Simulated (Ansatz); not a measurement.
# NbRhC2, from a guessed structure to a relaxed one, part 2 of 2

This structure for NbRhC2 is made up. Its elements were placed in a known structure type with a cell scaled to their sizes. What cell does the guess relax to, and how far off was it?

Ansatz 0.2.0; DFT, PBEsol, plane-wave PAW, default files, scalar-relativistic, no spin, cell and ions relaxed at zero pressure (the session's first sound run).

So far: Set-up; Relaxation of the guess. The relaxed cell has a = 3.225, c = 13.673 Å (conventional setting).

### Step 3. Electronic structure of the relaxed cell

A second self-consistent run takes a narrower smearing and the mesh shown in its input; the bands follow along the standard path of the relaxed lattice.

This step: DFT, PBEsol, plane-wave PAW, default files, scalar-relativistic, no spin, bands and density of states at the relaxed cell (Ansatz 0.2.0).

The input, input.yaml:

```yaml
crystal:
  lattice:
    - [1.6125764631, 0.9310214552, 4.5575407255]
    - [-1.6125764631, 0.9310214552, 4.5575407255]
    - [0.0, -1.8620429099, 4.5575407256]
  atoms:
    - { symbol: Rh, position: [0.5, 0.5, 0.5] }
    - { symbol: Nb, position: [0.0, 0.0, 0.0] }
    - { symbol: C, position: [0.2455892672, 0.2455892672, 0.2455892672] }
    - { symbol: C, position: [0.7544107328, 0.7544107328, 0.7544107328] }
kpoints:
  mp_grid: { grid: [12, 12, 12] }
  band_path:
    path:
      - [[0.0, 0.0, 0.0], [0.5, 0.0, 0.0], [0.5, 0.1944873, -0.1944873]]
      - [[0.8055127, 0.5, 0.1944873], [0.5, 0.5, 0.5], [0.0, 0.0, 0.0], [0.34724365, 0.0, -0.34724365]]
      - [[0.65275635, 0.34724365, 0.0], [0.5, 0.5, 0.0], [0.65275635, 0.65275635, 0.1944873], [0.5, 0.5, 0.5]]
      - [[0.5, 0.0, 0.0], [0.8055127, 0.34724365, 0.34724365]]
    npoints: 8
scf:
  occupations: { method: fermi_dirac, width: 0.03 }
  n_extra_bands: 8
hamiltonian:
  xc: pbesol
  pseudopotentials: { kind: paw }
output:
  forces: true
  stress: true
  write_bands: true
  dos: { projected: true }
  write_density: true
  write_potential: true
  elf: true
  volumetric_format: npy
```

Launch:

```bash
$ ansatz run input.yaml --threads 4 --pin off --max-ram 8192MiB --backend cpu --events-out ev --progress --plain --runs-dir out
```

Numbers of over 12 decimals in the logs are rounded to 6 here.

The program printed:

```text
[...]
Crystal: 4 atoms, lattice volume = 41.055 Å³
Basis set: ecut = 420 eV, 831 PW (Γ), FFT grids on a1−a2, a2, −a2+a3, exchange–correlation on 48×72×48 points (8 copies of the dense FFT grid, shifted against one another)
Bands: 27, of which v1, the nominal top of the filled ones, is band 19 counted from 1 (18 counted from 0)
Symmetry: 12 space group operations
[...]
k-points: 189 of 1728
[...]
SCF iter   1: F=—  HF=-11327.233226 eV  |F-HF|=—  |Δ(HF+E_count)|=         —  Δρ=1.40e-2  dr2=1.36e-1  ethr=1.77e-3  ⟨swp⟩=5.9  Hψ=20415  notcnv=0  defer=6
[...]
SCF iter   6: F=-11327.213556 eV  HF=-11327.213556 eV  |F-HF|=2.74e-8  |Δ(HF+E_count)|=   5.00e-7  Δρ=1.65e-5  dr2=7.29e-8  ethr=2.63e-10  ⟨swp⟩=10.9  Hψ=33091  notcnv=0
SCF 1 converged in 6 iterations: F = -11327.213556 eV  dr2 = 7.29e-8
[...]
NSCF: frozen V_eff on 76 k-points
SCF converged after 6 iterations
Free energy (F): -11327.213556 eV
[...]
Internal energy: -11327.211279 eV  (E = F + TS)
E sigma→0 (E₀):  -11327.212418 eV
Entropy (-TS):   -0.002278 eV (-0.569 meV/atom)
Fermi energy:    19.818318 eV
[...]
--- Forces (eV/Å), atoms counted from 1 ---
  atom   1  Rh     0.00000000     0.00000000     0.00000000
  atom   2  Nb    -0.00000000     0.00000000    -0.00000000
  atom   3  C     -0.00000000    -0.00000000    -0.00835496
  atom   4  C      0.00000000     0.00000000     0.00835496
  max |Σ_I F_I| component: 2.31e-18 eV/Å
--- Stress (GPa, compression-positive) ---
        0.032667       0.000000       0.000000
        0.000000       0.032667      -0.000000
        0.000000      -0.000000      -0.033475
  P = ⅓ Tr σ = 0.0106 GPa (0.106 kbar)
--- Band table (eV; the first three rows and the last of 189) ---
  k-point 0: bands = [... 15 lower, 17.7655, 18.5908, 18.5908, 19.4742, 19.4742, 20.4630, 21.1321, 21.1321, ... 4 higher]
  k-point 1: bands = [... 15 lower, 17.4797, 17.8648, 18.5147, 19.6754, 19.6877, 21.0214, 21.2109, 21.3447, ... 4 higher]
  k-point 2: bands = [... 15 lower, 16.3883, 17.8147, 18.4373, 19.5920, 19.9723, 21.1342, 21.5679, 22.4673, ... 4 higher]
  k-point 188: bands = [... 15 lower, 15.9288, 16.6960, 16.6960, 19.2107, 19.7372, 19.7372, 20.8643, 23.5353, ... 4 higher]
```

The job ended after 2.5 s (4 threads of Intel Xeon 6975P-C (Granite Rapids), shared host; peak memory 0.54 GiB).

Reading the cycles: dr2 is the Hartree energy of the density residual (eV), the measure of convergence; HF is the Harris–Foulkes estimate of the energy, which meets the free energy F at convergence.

This step gave:

```yaml
free_energy: -11327.2136 eV
energy_at_zero_smearing: -11327.2124 eV
smearing_term_ts: 0.002278 eV
fermi_energy: 19.82 eV
pressure: 0.01062 GPa
```

From bands.tsv, the bands that come nearest the Fermi level along the path, at its corners, in eV from the Fermi level:

| point | band 16 | band 17 | band 18 | band 19 | band 20 | band 21 | band 22 | band 23 |
| --- | --- | --- | --- | --- | --- | --- | --- | --- |
| Γ | -2.05 | -1.23 | -1.23 | -0.34 | -0.34 | 0.64 | 1.31 | 1.31 |
| L | -4.48 | -2.02 | -1.90 | -0.87 | 0.71 | 2.08 | 2.71 | 3.11 |
| B1 | -4.19 | -2.59 | -1.29 | -1.20 | 1.16 | 2.26 | 2.60 | 3.21 |
| B | -4.19 | -2.59 | -1.29 | -1.20 | 1.16 | 2.26 | 2.60 | 3.21 |
| Z | -3.89 | -3.12 | -3.12 | -0.61 | -0.08 | -0.08 | 1.05 | 3.72 |
| Γ | -2.05 | -1.23 | -1.23 | -0.34 | -0.34 | 0.64 | 1.31 | 1.31 |
| X | -4.17 | -2.56 | -1.19 | -1.09 | 1.13 | 2.29 | 2.58 | 2.99 |
| Q | -4.17 | -2.56 | -1.19 | -1.09 | 1.13 | 2.29 | 2.58 | 2.99 |
| F | -2.19 | -2.16 | -1.57 | -0.81 | 0.08 | 1.47 | 2.46 | 3.03 |
| P1 | -2.64 | -2.13 | -1.76 | -0.73 | 0.40 | 1.31 | 2.45 | 2.95 |
| Z | -3.89 | -3.12 | -3.12 | -0.61 | -0.08 | -0.08 | 1.05 | 3.72 |
| L | -4.48 | -2.02 | -1.90 | -0.87 | 0.71 | 2.08 | 2.71 | 3.11 |
| P | -2.64 | -2.13 | -1.76 | -0.73 | 0.40 | 1.31 | 2.45 | 2.95 |

States per cell as run, both spins, in windows of 1 eV, from dos.tsv (zero at the Fermi level):

```csv
from,to,total
-8,-7,0.86
-7,-6,2.58
-6,-5,3.85
-5,-4,3.30
-4,-3,1.30
-3,-2,1.72
-2,-1,2.80
-1,0,1.55
0,1,1.23
1,2,2.73
2,3,4.04
3,4,2.00
4,5,0.10
5,6,1.22
```

A further 20.0 states lie below the table's range.

Electrostatic potential energy in the ac plane of the conventional cell at fractional y = 0.000, with atoms of Rh and Nb and C within 0.2 Å of it. With pseudopotentials it is smooth inside the atoms' cores, unlike the true potential.

Values in eV, 24 rows by 14 columns, each cell a mean:
```
-55 -51 -34 -12   6  15  18  19  18  13   1 -18 -41 -53
 -4  -1   6  12  16  18  18  18  18  17  15  10   3  -2
 19  19  19  19  19  17  15  15  16  18  19  19  19  19
 21  21  20  19  17  12   8   6   9  14  18  20  21  21
  3   7  14  17  17  14  11  10  12  15  17  16  12   6
-56 -43 -13  10  17  18  18  18  18  18  16   5 -23 -48
-27 -18   1  13  16  16  14  14  15  16  16  11  -5 -21
 18  18  18  16  13   8   4   2   5  10  14  17  18  18
 21  21  19  17  14  10   7   5   7  11  15  18  20  21
 19  19  19  19  18  16  15  14  15  17  18  19  19  19
-18 -13  -2  10  16  18  19  18  19  18  15   7  -6 -15
-62 -60 -46 -18   7  17  20  21  20  15   1 -26 -53 -61
-56 -53 -36 -10  10  18  20  20  20  16   5 -18 -44 -54
 -1   2   9  15  18  18  18  17  18  18  17  14   7   1
 20  20  20  19  17  15  13  13  14  16  18  19  20  20
 21  20  19  17  13   8   4   2   5  10  14  18  20  21
 12  14  16  16  14  10   6   5   7  11  15  16  16  13
-46 -34  -8  11  17  17  16  16  17  17  16   7 -17 -39
-43 -31  -6  12  17  18  17  17  17  18  16   8 -14 -35
 14  16  18  18  16  13   9   7  10  14  17  18  17  15
 21  21  21  19  17  14  10   9  11  15  18  20  21  21
 16  17  18  19  19  18  17  16  17  18  19  18  17  16
-20 -15  -4   6  14  17  19  19  18  16  12   4  -8 -17
-61 -59 -43 -18   3  14  18  19  18  12  -2 -26 -50 -60
```
Columns run along a (3.2 Å; values clipped at the 3rd and 97th percentile), rows up along c (13.7 Å), edges of the conventional cell, whose origin can differ from the input's. Atoms in or near the plane, at fractional coordinates: Rh at (0.00, 0.50), Nb at (0.00, 0.00), C at (0.00, 0.25), C at (0.00, 0.75).

Valence density in the ac plane of the conventional cell at fractional y = 0.000, with atoms of Rh and Nb and C within 0.2 Å of it. It is the smooth field of the valence electrons, not physical close to the nuclei.

Ten steps, logarithmic in the rise over the least value, from '_' (0 e/Å³) to '@' (12 e/Å³), each cell a mean:
```
####**++--........::--++####
====--::::::::::::::::::--==
______..::::------::....____
____....::----==----::..____
------::::--------::::::----
++++====::::......::--==++++
++++==--::::......::::--==++
::::::::::::------::::::::::
______....::------::..______
........::::::--::::........
****++--::::::::::::::==++**
@@@@%%**==::......::==##%%@@
@@@@##++--::......::==**%%@@
++==--::::::::::::::::--==++
______....::----::::....____
______..::::------::....____
----::::::::::--::::::::----
++++==--::::......::--==++++
++++==--::::::::::::--====++
::::::::::----==----::::::::
______..::--------::::..____
____....::::------::....____
**++==--::::::::::::::--++++
######++--........::==**####
```
Columns run along a (3.2 Å), rows up along c (13.7 Å), edges of the conventional cell, whose origin can differ from the input's. Atoms in or near the plane, at fractional coordinates: Rh at (0.00, 0.50), Nb at (0.00, 0.00), C at (0.00, 0.25), C at (0.00, 0.75).

ELF in the ac plane of the conventional cell at fractional y = 0.000, with atoms of Rh and Nb and C within 0.2 Å of it. It is the smooth field of the valence electrons, not physical close to the nuclei.

Ten even steps from '_' (0.09) to '@' (0.76), each cell a mean:
```
##%%%%**::::--==--..--##%%##
==--::::--++####**==::::::--
____..::--==++++====--..____
..........::::--::::........
**##**++::::::--::::--++****
..==%%@@**--::::::==##@@##--
**##@@%%++::......--**%%@@##
####++--....::::::....--**##
..........::::--::..........
......::--==++++++==--::....
**++--::--==++**++==--::==++
@@@@%%++::..::::::::--**%%@@
@@%%##==::::::--::::--++##@@
==--::::==++******++--::--==
......::----======--::......
--::........::--::......::::
@@%%##==::....::....::++##%%
==**@@@@**--......==##@@%%++
--++%%%%++--::::::--**%%%%++
++++==--::::----::::::--++++
____......::::::::::....____
____..::--++******++--::____
****==::::==******==::--++**
==##@@##--..::--::..==%%%%**
```
Columns run along a (3.2 Å), rows up along c (13.7 Å), edges of the conventional cell, whose origin can differ from the input's. Atoms in or near the plane, at fractional coordinates: Rh at (0.00, 0.50), Nb at (0.00, 0.00), C at (0.00, 0.25), C at (0.00, 0.75).

### Step 4. Results

| Quantity | Value |
| --- | --- |
| space group, relaxed | R-3m |
| conventional cell | a = 3.225, b = 3.225, c = 13.673 Å; α = 90.0°, β = 90.0°, γ = 120.0° |
| volume per atom | 10.26 Å³ (guess 10.10) |

**Reading.** NbRhC2 relaxes to R-3m with a = 3.225, b = 3.225 and c = 13.673 Å. The guessed volume was 2 % too small. The space group R-3m was held in the relaxation, so the end point is a stationary structure within it and may be a saddle against distortions or other arrangements. Bands cross the Fermi level, so it is a metal or semimetal at this level. On the 12×12×12 mesh with the narrower smearing (relaxed on 10×10×10) the largest force component is 0.008 eV/Å and the largest stress component is 0.033 GPa, within the relaxation's thresholds of 0.015 eV/Å and 0.05 GPa. The cutoff wasn't tested. No dispersion term is used, so weakly bound directions may come out too long. The runs have no spin, and magnetism wasn't tested. Nothing here tests whether the compound is stable against decomposition.

[Logs are printed without paths, hosts, clocks, repeated set-up lines and the standing remarks that a program may print on its own settings, such as how far it seeks lower states.]

[Hosts, paths, dates, database ids (printed as entryN), source tags and the programs' standing remarks are cut or masked in the printed files.]
